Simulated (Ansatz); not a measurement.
Consider Tl2ReF6 (started from the K2PtCl6 type) (Fm-3m).

The structure was built from a prototype and need not be the compound's stable phase.

Symmetry: Fm-3m, No. 225, cubic system. Conventional cell: a = 8.300 Å, b = 8.300 Å, c = 8.300 Å, α = 90.00°, β = 90.00°, γ = 90.00°. Nearest to Tl lie 12 F at 2.94 Å. Re has 6 F at 1.94 Å nearest. F has 1 Re at 1.94 Å nearest. Farther neighbours and most contacts between anions are not listed.

```xyz
9
Lattice="0.0000 4.1498 4.1498 4.1498 0.0000 4.1498 4.1498 4.1498 0.0000" Properties=species:S:1:pos:R:3 pbc="T T T"
Tl    2.0749    2.0749    2.0749
Tl    6.2246    6.2246    6.2246
Re    0.0000    0.0000    0.0000
F     4.1498    4.1498    1.9385
F     4.1498    4.1498    6.3610
F     4.1498    1.9385    4.1498
F     4.1498    6.3610    4.1498
F     1.9385    4.1498    4.1498
F     6.3610    4.1498    4.1498
```

The structure was relaxed with LDA. The structure type comes from a generator and need not be one that this composition takes. The structure was generated from a model, not taken from a measurement. The runs that relaxed it are not among those shown. The program's search for lower electronic states was switched off, so nothing shows that the state found is the lowest. Spin-orbit coupling is left out unless a run names it. PAW set soft_2, made with PBE.

A constrained-RPA run (Ansatz 0.2.0; non-magnetic LDA; Re t2g, bands v2 to c1, 4×4×4 mesh, medium accuracy) builds 3 functions on bands 0.25 eV wide, with 3.0 electrons in the window. The bare on-site interaction is 12.1 eV and the bare J 0.44 eV.

What U and J survive the screening?

On the Re t2g shell, U = 4.28 eV (35 % of the bare value), U′ = 3.58 eV, J = 0.31 eV.

The parent state is non-magnetic and the interaction static (zero frequency); U depends on the window and the orbitals, so it belongs to this model alone. Spin-orbit coupling, which is strong for atoms this heavy, is left out.

[Paths, hosts, dates, memory and timing lines, banners, echoed tables and standing remarks are left out of the program output.]

[Logs are printed without paths, hosts, clocks, repeated set-up lines and the standing remarks that a program may print on its own settings, such as how far it seeks lower states.]

[Runs of the session that timed out or met a known fault of the program may be left out.]

[Hosts, paths, dates, database ids (printed as entryN), source tags and the programs' standing remarks are cut or masked in the printed files.]
